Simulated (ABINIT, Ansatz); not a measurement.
# Ba2CaMoO6 (Fm-3m): one start, several treatments of the self-energy

How much does the gap of Ba2CaMoO6 (Fm-3m) depend on the approximation to the self-energy?

Calculated with ABINIT 10.8.3; LDA and many-body steps on it, plane waves.

Most raw output is cut from this account.

## (1) The structure

Symmetry: Fm-3m, No. 225, cubic system. The conventional cell has a = 8.380 Å, b = 8.380 Å, c = 8.380 Å, α = 90.00°, β = 90.00°, γ = 90.00°. Nearest to Ba lie 12 O at 2.97 Å. Nearest to Ca lie 6 O at 2.28 Å. Nearest to Mo lie 6 O at 1.91 Å. Nearest to O lie 1 Mo at 1.91 Å and 1 Ca at 2.28 Å and 4 Ba at 2.97 Å. Farther neighbours and most contacts between anions are not listed.

The cell and positions come from the Crystallography Open Database and are kept as given unless a step says otherwise. Spin-orbit coupling is left out unless a step names it.

## (2) Empty states on the mesh, 2×2×2 mesh, 525 bands

This step: ABINIT 10.8.3; DFT, LDA, plane waves, norm-conserving pseudopotentials.

The sums over transitions need many empty states on a uniform mesh; this step solves for them.

The input, run.abi:

```
acell 3*1.0 Angstrom
rprim 
  -0.000000000000 4.190056500000 4.190056500000
  4.190056500000 -0.000000000000 4.190056500000
  4.190056500000 4.190056500000 -0.000000000000
ntypat 4
znucl 56 20 42 8
natom 10
typat 1 1 2 3 4 4 4 4 4 4
xred 
  0.250000000000 0.250000000000 0.250000000000
  0.750000000000 0.750000000000 0.750000000000
  0.000000000000 0.000000000000 0.000000000000
  0.500000000000 0.500000000000 0.500000000000
  0.728140000000 0.271860000000 0.271860000000
  0.271860000000 0.728140000000 0.271860000000
  0.271860000000 0.728140000000 0.728140000000
  0.728140000000 0.271860000000 0.728140000000
  0.271860000000 0.271860000000 0.728140000000
  0.728140000000 0.728140000000 0.271860000000
pp_dirpath "pseudos"
pseudos "Ba.upf, Ca.upf, Mo.upf, O.upf"
ecut 36
ngkpt 2 2 2
nshiftk 1
shiftk 0 0 0
kptopt 1
chksymbreak 0
iscf -2
irdden 1
istwfk *1
nband 525
nbdbuf 46
tolwfr 1e-09
nstep 60
prtvol 0
indata_prefix "in"
outdata_prefix "out"
tmpdata_prefix "tmp"
```

Started as:

```console
$ OMP_NUM_THREADS=1 mpirun -n 3 abinit run.abi > log
```

It took 8.7 min on 3 MPI ranks of Arm Neoverse V1, shared host; peak memory 0.6 GiB.

This step gave:

```
gap                                                           : 2.125 eV
k of the valence top                                          : 0, 0, 0
k of the conduction bottom                                    : 0.5, 0.5, 0
least direct gap                                              : 2.190 eV
k points computed                                             : 3
lowest point of the top converged band, above the valence top : 109.1068 eV
```

On this mesh the gap is 2.125 eV.

The density comes from a self-consistent run that is not shown.

## (3) Screening, 2×2×2 mesh, 219 bands, screening to 141.5 eV

The RPA dielectric matrix is built and inverted for each q.

This step: RPA screening on LDA, plane waves, norm-conserving pseudopotentials.

run.abi, as its differences from that of step 2:

```diff
@@ -28,10 +28,11 @@
 chksymbreak 0
-iscf -2
-irdden 1
 istwfk *1
-nband 525
-nbdbuf 46
-tolwfr 1e-09
-nstep 60
-prtvol 0
+occopt 1
+irdwfk 1
+optdriver 3
+nband 219
+ecuteps 5.2
+inclvkb 2
+awtr 1
+symchi 1
 indata_prefix "in"
```

Started as:

```console
$ OMP_NUM_THREADS=1 mpirun -n 4 abinit run.abi > log
```

Run time: 1.8 min. Hardware: 4 MPI ranks; peak memory 2.5 GiB; 7.2 min of CPU time.

This step gave:

* ε∞ with local fields, on this mesh, along the program's q direction: 5.280
* the same without local fields: 6.458
* plasma frequency: 27.38 eV
* plane waves in the screening matrix: 537

Local fields lower ε∞ by 18 %. On a Γ-centred mesh this coarse the value itself is usually too large, while a short band sum pulls it down.

## (4) G0W0, Godby-Needs plasmon pole

The self-energy is evaluated for the states that the input lists, and the levels follow from it, in one-shot runs by the linearised quasiparticle equation.

This step: G0W0 on LDA, plane waves, norm-conserving pseudopotentials.

run.abi, as its differences from that of step 3:

```diff
@@ -31,8 +31,17 @@
 irdwfk 1
-optdriver 3
+optdriver 4
 nband 219
+gwcalctyp 0
+ecutsigx 36
+symsigma 1
+nkptgw 2
+kptgw 
+  0.0000000000 0.0000000000 0.0000000000
+  0.5000000000 0.5000000000 0.0000000000
+bdgw 
+  38 43
+  38 43
 ecuteps 5.2
-inclvkb 2
-awtr 1
-symchi 1
+irdscr 1
+ppmodel 1
 indata_prefix "in"
```

Elapsed: 39 s, on 4 MPI ranks; peak memory 1.9 GiB.

Numbers from this step:

* G0W0 gap on the points computed: 3.707 eV
* starting gap on the mesh: 2.125 eV
* k of the valence top: 0, 0, 0
* k of the conduction bottom: 0.5, 0.5, 0
* Z at the valence top: 0.769
* Z at the conduction bottom: 0.814
* least direct G0W0 gap on the computed points: 3.779 eV

The gap on the mesh goes from 2.13 eV to 3.71 eV, a correction of +1.58 eV.

## (5) G0W0, von der Linden-Horsch plasmon pole

run.abi, as its differences from that of step 4:

```diff
@@ -45,3 +45,3 @@
 irdscr 1
-ppmodel 1
+ppmodel 3
 indata_prefix "in"
```

The job ended after 20 s (4 MPI ranks; peak memory 1.8 GiB).

This step gave:

| Item | Value |
| --- | --- |
| G0W0 gap on the points computed | 3.804 eV |
| starting gap on the mesh | 2.125 eV |
| k of the valence top | 0, 0, 0 |
| k of the conduction bottom | 0.5, 0.5, 0 |
| Z at the valence top | 0.84 |
| Z at the conduction bottom | 0.872 |
| least direct G0W0 gap on the computed points | 3.883 eV |

Against G0W0 in ABINIT (2×2×2 mesh, 219 bands, screening to 141.5 eV, Godby-Needs plasmon pole), the gap moves by +0.097 eV.

## (6) G0W0, Engel-Farid plasmon pole

run.abi, as its differences from that of step 5:

```diff
@@ -45,3 +45,3 @@
 irdscr 1
-ppmodel 3
+ppmodel 4
 indata_prefix "in"
```

Wall time 20 s (4 MPI ranks); peak memory 1.8 GiB; 81 s of CPU time.

Numbers from this step:

| Quantity | Value |
| --- | --- |
| G0W0 gap on the points computed | 3.76 eV |
| starting gap on the mesh | 2.125 eV |
| k of the valence top | 0, 0, 0 |
| k of the conduction bottom | 0.5, 0.5, 0 |
| least direct G0W0 gap on the computed points | 3.834 eV |

Against G0W0 in ABINIT (2×2×2 mesh, 219 bands, screening to 141.5 eV, Godby-Needs plasmon pole), the gap moves by +0.053 eV.

## (7) One-shot Hartree-Fock

This step: one-shot Hartree-Fock on LDA, plane waves, norm-conserving pseudopotentials.

run.abi, as its differences from that of step 6:

```diff
@@ -32,4 +32,4 @@
 optdriver 4
-nband 219
-gwcalctyp 0
+nband 44
+gwcalctyp 5
 ecutsigx 36
@@ -43,5 +43,4 @@
   38 43
-ecuteps 5.2
-irdscr 1
-ppmodel 4
+ixc_sigma 40
+fftgw 31
 indata_prefix "in"
```

Elapsed: 6.6 s, on 4 MPI ranks; peak memory 1.5 GiB.

Numbers from this step:

```yaml
quasiparticle_gap_on_the_points_computed: 12.38 eV
starting_gap_on_the_mesh: 2.125 eV
k_of_the_valence_top: 0, 0, 0
k_of_the_conduction_bottom: 0.5, 0.5, 0
least_direct_quasiparticle_gap_on_the_computed_points: 12.40 eV
```

Against G0W0 in ABINIT (2×2×2 mesh, 219 bands, screening to 141.5 eV, Godby-Needs plasmon pole), the gap moves by +8.676 eV.

## (8) Screening, 2×2×2 mesh, 219 bands, screening to 141.5 eV

This step: RPA screening on LDA, plane waves, norm-conserving pseudopotentials.

run.abi, as its differences from that of step 7:

```diff
@@ -31,16 +31,14 @@
 irdwfk 1
-optdriver 4
-nband 44
-gwcalctyp 5
-ecutsigx 36
-symsigma 1
-nkptgw 2
-kptgw 
-  0.0000000000 0.0000000000 0.0000000000
-  0.5000000000 0.5000000000 0.0000000000
-bdgw 
-  38 43
-  38 43
-ixc_sigma 40
-fftgw 31
+optdriver 3
+nband 219
+ecuteps 5.2
+inclvkb 2
+awtr 1
+symchi 1
+gwcalctyp 2
+nfreqre 16
+freqremax 40 eV
+nfreqim 8
+spmeth 1
+nomegasf 120
 indata_prefix "in"
```

Wall time 2.4 min (4 MPI ranks); peak memory 4.2 GiB.

This step gave:

```yaml
eps_infinity_with_local_fields_on_this_mesh_along_the_program_s_q_direction: 5.344
the_same_without_local_fields: 6.559
plasma_frequency: 27.38 eV
plane_waves_in_the_screening_matrix: 537
```

## (9) G0W0, contour deformation

This step: G0W0 on LDA, plane waves, norm-conserving pseudopotentials.

run.abi, as its differences from that of step 8:

```diff
@@ -31,14 +31,16 @@
 irdwfk 1
-optdriver 3
+optdriver 4
 nband 219
+gwcalctyp 2
+ecutsigx 36
+symsigma 1
+nkptgw 2
+kptgw 
+  0.0000000000 0.0000000000 0.0000000000
+  0.5000000000 0.5000000000 0.0000000000
+bdgw 
+  38 43
+  38 43
 ecuteps 5.2
-inclvkb 2
-awtr 1
-symchi 1
-gwcalctyp 2
-nfreqre 16
-freqremax 40 eV
-nfreqim 8
-spmeth 1
-nomegasf 120
+irdscr 1
 indata_prefix "in"
```

Run time: 25 s. Hardware: 4 MPI ranks; peak memory 2.7 GiB; 99 s of CPU time.

Numbers from this step:

* G0W0 gap on the points computed: 3.663 eV
* starting gap on the mesh: 2.125 eV
* k of the valence top: 0, 0, 0
* k of the conduction bottom: 0.5, 0.5, 0
* least direct G0W0 gap on the computed points: 3.732 eV

Against G0W0 in ABINIT (2×2×2 mesh, 219 bands, screening to 141.5 eV, Godby-Needs plasmon pole), the gap moves by −0.044 eV.

## (10) The runs together

Times are wall times on 4 MPI ranks of Arm Neoverse V1, shared host, good to a factor of about two. A run's time includes the screening step that it read.

```
                                     run   mesh  bands  screening cutoff (eV)  DFT gap (eV)  gap on the mesh (eV)  direct (eV)  ε∞ used     time
          G0W0, Godby-Needs plasmon pole  2×2×2    219                  141.5         2.125                 3.707        3.779     5.28  2.5 min
G0W0, von der Linden-Horsch plasmon pole  2×2×2    219                  141.5         2.125                 3.804        3.883     5.28  2.1 min
          G0W0, Engel-Farid plasmon pole  2×2×2    219                  141.5         2.125                 3.760        3.834     5.28  2.1 min
                   one-shot Hartree-Fock  2×2×2      -                      -         2.125                12.383       12.400        -    6.6 s
               G0W0, contour deformation  2×2×2    219                  141.5         2.125                 3.663        3.732     5.34  2.8 min
```

## (11) Outcome

```yaml
g0w0_godby_needs_plasmon_pole: 3.707 eV
g0w0_von_der_linden_horsch_plasmon_pole: 3.804 eV
g0w0_engel_farid_plasmon_pole: 3.760 eV
one_shot_hartree_fock: 12.383 eV
g0w0_contour_deformation: 3.663 eV
known_limits: not at the basis limit; no spin-orbit coupling; coarse k mesh
```

**Reading.** G0W0, von der Linden-Horsch plasmon pole: +0.097 eV against G0W0, Godby-Needs plasmon pole. G0W0, Engel-Farid plasmon pole: +0.053 eV against G0W0, Godby-Needs plasmon pole. One-shot Hartree-Fock: +8.676 eV against G0W0, Godby-Needs plasmon pole. G0W0, contour deformation: −0.044 eV against G0W0, Godby-Needs plasmon pole. Bare exchange alone opens the gap to 12.38 eV; against G0W0, correlation takes back 8.68 eV. Bands and cutoff are finite, so the gap is not at the basis limit. The miss can reach some tenths of an eV and take either sign; the mesh is an error of its own. In the G0W0 runs levels were corrected at 2 k points alone, so a gap called «on the mesh» is the least over those, and an edge elsewhere would be missed. The 2×2×2 mesh is coarse for this cell, which bears on the long-range parts of exchange and screening. The many-body steps are scalar-relativistic: spin-orbit coupling is not in them.

[Paths, hosts, dates, memory and timing lines, banners, echoed tables and standing remarks are left out of the program output.]

[Logs are printed without paths, hosts, clocks, repeated set-up lines and the standing remarks that a program may print on its own settings, such as how far it seeks lower states.]

[Runs of the session that timed out or met a known fault of the program may be left out.]

[Hosts, paths, dates, database ids (printed as entryN), source tags and the programs' standing remarks are cut or masked in the printed files.]

[G0W0 gaps are taken among the corrected bands and points alone; a level outside them can change the order at an edge.]

[Where Ansatz stands beside ABINIT at settings called matched, ABINIT's density can come from a denser mesh and the files from another edition; pairs whose starting gaps differed by over 0.03 eV were left out, so agreement reads better than it is.]
